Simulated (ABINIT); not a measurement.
# A GW chain in ABINIT: TiO2 (Rutile), part 3 of 3

How does a plane-wave GW calculation on TiO2 (Rutile) run from the first input to the gap?

ABINIT 10.8.3; PBE and many-body steps on it, plane waves. Known limits of the many-body steps: not at the basis limit; coarse k mesh.

So far. Step 4 (Empty states on the mesh, 2×2×4 mesh, 165 bands): On this mesh the gap is 1.917 eV. Step 5 (Screening, 2×2×4 mesh, 157 bands, screening to 130.6 eV): Local fields lower ε∞ by 4 %. On a Γ-centred mesh this coarse the value itself is usually too large, while a short band sum pulls it down.

### Step 6. Self-energy, 2×2×4 mesh, 157 bands, screening to 130.6 eV

The self-energy is evaluated for the states that the input lists, and the levels follow from it, in one-shot runs by the linearised quasiparticle equation.

This step: G0W0 on PBE, plane waves, norm-conserving pseudopotentials.

run.abi reads:

```
acell 3*1.0 Angstrom
rprim 
  4.592200000000 0.000000000000 0.000000000000
  0.000000000000 4.592200000000 0.000000000000
  0.000000000000 0.000000000000 2.957400000000
ntypat 2
znucl 22 8
natom 6
typat 1 1 2 2 2 2
xred 
  0.000000000000 0.000000000000 0.000000000000
  0.500000000000 0.500000000000 0.500000000000
  0.304960000000 0.304960000000 0.000000000000
  0.195040000000 0.804960000000 0.500000000000
  0.695040000000 0.695040000000 0.000000000000
  0.804960000000 0.195040000000 0.500000000000
pp_dirpath "pseudos"
pseudos "Ti.upf, O.upf"
ecut 38
ngkpt 2 2 4
nshiftk 1
shiftk 0 0 0
kptopt 1
chksymbreak 0
istwfk *1
occopt 1
irdwfk 1
optdriver 4
nband 157
gwcalctyp 0
ecutsigx 38
symsigma 1
nkptgw 9
kptgw 
  0.0000000000 0.0000000000 0.0000000000
  0.5000000000 0.0000000000 0.0000000000
  0.5000000000 0.5000000000 0.0000000000
  0.0000000000 0.0000000000 0.2500000000
  0.5000000000 0.0000000000 0.2500000000
  0.5000000000 0.5000000000 0.2500000000
  0.0000000000 0.0000000000 0.5000000000
  0.5000000000 0.0000000000 0.5000000000
  0.5000000000 0.5000000000 0.5000000000
bdgw 
  13 30
  13 30
  13 30
  13 30
  13 30
  13 30
  13 30
  13 30
  13 30
ecuteps 4.8
irdscr 1
ppmodel 1
indata_prefix "in"
outdata_prefix "out"
tmpdata_prefix "tmp"
```

Started as:

```bash
$ OMP_NUM_THREADS=1 mpirun -n 8 abinit run.abi > log
```

Numbers of over 12 decimals in the logs are rounded to 6 here.

The program printed:

```text
.Version 10.8.3 of ABINIT. v10.8.2 released Aug 2026.

 Symmetries : space group P4_2/m n m (#136); Bravais tP (primitive tetrag.)
[... echo of the input left out ...]
== DATASET  1 ==================================================================
-   mpi_nproc: 8, omp_nthreads: 1 (-1 if OMP is not activated)

--- !DatasetInfo
iteration_state: {dtset: 1, }
dimensions: {natom: 6, nkpt: 9, mband: 157, nsppol: 1, nspinor: 1, nspden: 1, mpw: 4748, }
cutoff_energies: {ecut:  38.0, pawecutdg:  -1.0, }
electrons: {nelect:   4.80000000E+01, charge:   0.00000000E+00, occopt:   1.00000000E+00, tsmear:   1.00000000E-02, }

 SIGMA: Calculation of the GW corrections

 Based on a program developped by R.W. Godby, V. Olevano, G. Onida, and L. Reining.
 Incorporated in ABINIT by V. Olevano, G.-M. Rignanese, and M. Torrent.
.Using double precision arithmetic ; gwpc =  8

[... cell and pseudopotentials left out ...]
--------------------------------------------------------------------------------

 ==== K-mesh for the wavefunctions ====
 Number of points in the irreducible wedge :     9
[... list of points left out ...]
 Together with 16 symmetry operations and time-reversal symmetry
 yields    16 points in the full Brillouin Zone.

 ==== Q-mesh for screening function ====
 Number of points in the irreducible wedge :     9
[... list of points left out ...]
 Together with 16 symmetry operations and time-reversal symmetry
 yields    16 points in the full Brillouin Zone.

 vcoul_init : cutoff-mode = AUXILIARY_FUNCTION
 q-points for optical limit:   1
     1)      0.000010    0.000020    0.000030
 setmesh: FFT mesh size selected  =    50x   50x   32
          total number of points  =        80000

 Number of electrons calculated from density =   48.0000; Expected =   48.0000
 average of density, n =  0.114049
 r_s =    1.2792
 omega_plasma =   32.5763 [eV]

 === KS Band Gaps ===
  >>>> For spin  1
   Minimum direct gap =   1.9166 [eV], located at k-point      :   0.0000  0.0000  0.0000
   Fundamental gap    =   1.9166 [eV], Top of valence bands at :   0.0000  0.0000  0.0000
                                       Bottom of conduction at :   0.0000  0.0000  0.0000
 SIGMA fundamental parameters:
 PLASMON POLE MODEL  1
 number of plane-waves for SigmaX                 4679
 number of plane-waves for SigmaC and W            201
 number of plane-waves for wavefunctions          4679
 number of bands                                   157
 number of independent spin polarizations            1
 number of spinorial components                      1
 number of k-points in IBZ                           9
 number of q-points in IBZ                           9
 number of symmetry operations                      16
 number of k-points in BZ                           16
 number of q-points in BZ                           16
 number of frequencies for dSigma/dE                 9
 frequency step for dSigma/dE [eV]                0.25
 number of omega for Sigma on real axis              0
 max omega for Sigma on real axis  [eV]           0.00
 zcut for avoiding poles [eV]                     0.10

 EPSILON^-1 parameters (SCR file):
 dimension of the eps^-1 matrix on file            201
 dimension of the eps^-1 matrix used               201
 number of plane-waves for wavefunctions          4679
 number of bands                                   157
 number of q-points in IBZ                           9
 number of frequencies                               2
 number of real frequencies                          1
 number of imag frequencies                          1

 matrix elements of self-energy operator (all in [eV])

 Perturbative Calculation

--- !SelfEnergy_ee
iteration_state: {dtset: 1, }
kpoint     : [   0.000,    0.000,    0.000, ]
spin       : 1
KS_gap     :    1.917
QP_gap     :    3.288
Delta_QP_KS:    1.371
data: !SigmaeeData |
     Band     E0 <VxcDFT>   SigX SigC(E0)      Z dSigC/dE  Sig(E)    E-E0       E
       13  -0.110 -17.570 -23.397   5.373   0.760  -0.316 -17.915  -0.345  -0.455
       14   0.303 -18.949 -24.158   5.098   0.759  -0.318 -19.033  -0.084   0.219
       15   0.757 -15.891 -21.678   5.279   0.756  -0.323 -16.275  -0.384   0.373
       16   1.827 -19.657 -24.617   4.998   0.760  -0.315 -19.628   0.029   1.856
       17   1.827 -19.657 -24.617   4.998   0.760  -0.315 -19.628   0.029   1.856
       18   3.111 -18.749 -24.139   5.171   0.767  -0.304 -18.917  -0.168   2.943
       19   3.111 -18.749 -24.139   5.171   0.767  -0.304 -18.917  -0.168   2.943
       20   3.674 -19.689 -24.882   5.090   0.771  -0.297 -19.768  -0.080   3.594
       21   4.947 -20.810 -25.447   4.831   0.774  -0.293 -20.660   0.150   5.097
       22   5.208 -20.680 -25.200   4.787   0.771  -0.297 -20.474   0.205   5.413
[...]
--- !SelfEnergy_ee
iteration_state: {dtset: 1, }
kpoint     : [   0.500,    0.000,    0.000, ]
spin       : 1
KS_gap     :    3.328
QP_gap     :    4.804
Delta_QP_KS:    1.476
data: !SigmaeeData |
     Band     E0 <VxcDFT>   SigX SigC(E0)      Z dSigC/dE  Sig(E)    E-E0       E
[...]
--- !SelfEnergy_ee
iteration_state: {dtset: 1, }
kpoint     : [   0.500,    0.500,    0.000, ]
spin       : 1
KS_gap     :    3.020
QP_gap     :    4.512
Delta_QP_KS:    1.492
data: !SigmaeeData |
     Band     E0 <VxcDFT>   SigX SigC(E0)      Z dSigC/dE  Sig(E)    E-E0       E
[...]
--- !SelfEnergy_ee
iteration_state: {dtset: 1, }
kpoint     : [   0.000,    0.000,    0.250, ]
spin       : 1
KS_gap     :    2.736
QP_gap     :    4.174
Delta_QP_KS:    1.438
data: !SigmaeeData |
     Band     E0 <VxcDFT>   SigX SigC(E0)      Z dSigC/dE  Sig(E)    E-E0       E
[...]
--- !SelfEnergy_ee
iteration_state: {dtset: 1, }
kpoint     : [   0.500,    0.000,    0.250, ]
spin       : 1
KS_gap     :    3.449
QP_gap     :    4.933
Delta_QP_KS:    1.485
data: !SigmaeeData |
     Band     E0 <VxcDFT>   SigX SigC(E0)      Z dSigC/dE  Sig(E)    E-E0       E
[...]
--- !SelfEnergy_ee
iteration_state: {dtset: 1, }
kpoint     : [   0.500,    0.500,    0.250, ]
spin       : 1
KS_gap     :    4.087
QP_gap     :    5.753
Delta_QP_KS:    1.666
data: !SigmaeeData |
     Band     E0 <VxcDFT>   SigX SigC(E0)      Z dSigC/dE  Sig(E)    E-E0       E
[...]
--- !SelfEnergy_ee
iteration_state: {dtset: 1, }
kpoint     : [   0.000,    0.000,    0.500, ]
spin       : 1
KS_gap     :    4.431
QP_gap     :    6.049
Delta_QP_KS:    1.619
data: !SigmaeeData |
     Band     E0 <VxcDFT>   SigX SigC(E0)      Z dSigC/dE  Sig(E)    E-E0       E
[...]
--- !SelfEnergy_ee
iteration_state: {dtset: 1, }
kpoint     : [   0.500,    0.000,    0.500, ]
spin       : 1
KS_gap     :    2.985
QP_gap     :    4.429
Delta_QP_KS:    1.444
data: !SigmaeeData |
     Band     E0 <VxcDFT>   SigX SigC(E0)      Z dSigC/dE  Sig(E)    E-E0       E
[...]
--- !SelfEnergy_ee
iteration_state: {dtset: 1, }
kpoint     : [   0.500,    0.500,    0.500, ]
spin       : 1
KS_gap     :    3.309
QP_gap     :    4.728
Delta_QP_KS:    1.418
data: !SigmaeeData |
     Band     E0 <VxcDFT>   SigX SigC(E0)      Z dSigC/dE  Sig(E)    E-E0       E
[...]
26   8.293 -20.396 -12.466  -5.906   0.769  -0.301 -18.840   1.556   9.849
       27   8.920 -21.649 -12.219  -7.010   0.757  -0.320 -19.816   1.833  10.753
       28   8.920 -21.649 -12.219  -7.010   0.757  -0.320 -19.816   1.833  10.753
       29   8.925 -20.852 -12.719  -5.992   0.763  -0.311 -19.219   1.633  10.558
       30   8.925 -20.852 -12.719  -5.992   0.763  -0.311 -19.219   1.633  10.558

 New Fermi energy :        2.760659E-01 Ha ,    7.512136E+00 eV

 === QP Band Gaps ===
  >>>> For spin  1
   Minimum direct gap =   3.2880 [eV], located at k-point      :   0.0000  0.0000  0.0000
   Fundamental gap    =   3.2215 [eV], Top of valence bands at :   0.0000  0.0000  0.0000
                                       Bottom of conduction at :   0.5000  0.0000  0.5000

== END DATASET(S) ==============================================================
================================================================================

 -outvars: echo values of variables after computation  --------
           etotal      0.0000000000E+00
            nband         157
             nkpt           9
          spgroup         136
 [... the other variables as echoed above ...]

 Calculation completed.
```

It took 70 s on 8 MPI ranks of Arm Neoverse V2, shared host; peak memory 2.8 GiB; 9.3 min of CPU time.

This step gave:

```yaml
g0w0_gap_on_the_mesh: 3.222 eV
starting_gap_on_the_mesh: 1.917 eV
k_of_the_valence_top: 0, 0, 0
k_of_the_conduction_bottom: 0.5, 0, 0.5
z_at_the_valence_top: 0.766
z_at_the_conduction_bottom: 0.777
least_direct_g0w0_gap_on_the_computed_points: 3.288 eV
```

The gap on the mesh goes from 1.92 eV to 3.22 eV, a correction of +1.31 eV.

Limits: finite bands, cutoff and mesh; coarse k mesh. v1 is the top filled band, c1 the lowest empty one. Levels before and after the correction, in eV, zero at the valence-band top of each column:

```
           conduction bottom  valence top
Kohn-Sham               1.92         0.00
     G0W0               3.22         0.00
```

```
                       level  energy (eV)
Kohn-Sham            Γ v3-v2       -0.452
Kohn-Sham               Γ v1        0.000
Kohn-Sham               Γ c1        1.917
Kohn-Sham               Γ c2        2.219
Kohn-Sham               Γ c3        2.453
Kohn-Sham     (0.5 0 0.5) v3       -2.038
Kohn-Sham  (0.5 0 0.5) v2-v1       -1.032
Kohn-Sham  (0.5 0 0.5) c1-c2        1.953
Kohn-Sham     (0.5 0 0.5) c3        3.240
     G0W0            Γ v3-v2       -0.488
     G0W0               Γ v1        0.000
     G0W0               Γ c1        3.288
     G0W0               Γ c2        3.507
     G0W0               Γ c3        3.835
     G0W0     (0.5 0 0.5) v3       -2.256
     G0W0  (0.5 0 0.5) v2-v1       -1.207
     G0W0  (0.5 0 0.5) c1-c2        3.222
     G0W0     (0.5 0 0.5) c3        4.820
```

### Step 7. Where the time went

Times are wall times on 8 MPI ranks of Arm Neoverse V2, shared host, good to a factor of about two.

```
                          step     time  share  memory (GiB)
                  ground state     29 s   11 %          0.64
bands along the symmetry lines     24 s    9 %          0.69
      empty states on the mesh  1.9 min   43 %           9.9
                     screening     29 s   11 %           2.4
                   self-energy     70 s   26 %           2.8
```

### Step 8. What came out

| Quantity | Value |
| --- | --- |
| PBE gap | 1.92 eV, direct |
| G0W0 gap on the mesh | 3.22 eV |
| GW settings | 2×2×4 mesh, 157 bands, screening to 130.6 eV, Godby-Needs plasmon pole |
| known limits | not at the basis limit; coarse k mesh |

**Reading.** G0W0 moves the gap on the mesh from 1.92 eV to 3.22 eV (+1.31 eV), with Z of 0.77 and 0.78 at the edges. Local fields lower the RPA ε∞ on this mesh from 9.34 to 8.92; a Γ-centred mesh this coarse tends to raise both, most where the direct gap is narrow, while a short band sum lowers them. G0W0 makes the gap indirect: the least direct gap computed is 3.29 eV. The dearest step here is «empty states on the mesh». Against experiment, by G0W0@PBE: the gap of 3.22 eV lies +0.17 eV from the measured 3.05 eV (kind not stated, quoted 2021); the gap of 3.22 eV lies −0.06 eV from the measured 3.28 eV (optical, 2023); the gap of 3.22 eV lies +0.19 eV from the measured 3.03 eV (kind not stated, quoted 2016); the gap of 3.22 eV lies +0.13 eV from the measured 3.09 ± 0.06 eV (indirect, on SiO2 (quartz particles), 2024). An exciton line or allowed optical edge lies below the quasiparticle gap by the binding energy; a forbidden edge can push the onset above it. The calculation has static nuclei and no excitons; a measured gap holds zero-point and thermal motion, which mostly lowers it. Bands and cutoff are finite, so the gap is not at the basis limit. The miss can reach some tenths of an eV and take either sign; the mesh is an error of its own. The 2×2×4 mesh is coarse for this cell, which bears on the long-range parts of exchange and screening.

[Paths, hosts, dates, memory and timing lines, banners, echoed tables and standing remarks are left out of the program output.]

[Logs are printed without paths, hosts, clocks, repeated set-up lines and the standing remarks that a program may print on its own settings, such as how far it seeks lower states.]

[Runs of the session that timed out or met a known fault of the program may be left out.]

[Hosts, paths, dates, database ids (printed as entryN), source tags and the programs' standing remarks are cut or masked in the printed files.]

[G0W0 gaps are taken among the corrected bands and points alone; a level outside them can change the order at an edge.]

[Where Ansatz stands beside ABINIT at settings called matched, ABINIT's density can come from a denser mesh and the files from another edition; pairs whose starting gaps differed by over 0.03 eV were left out, so agreement reads better than it is.]
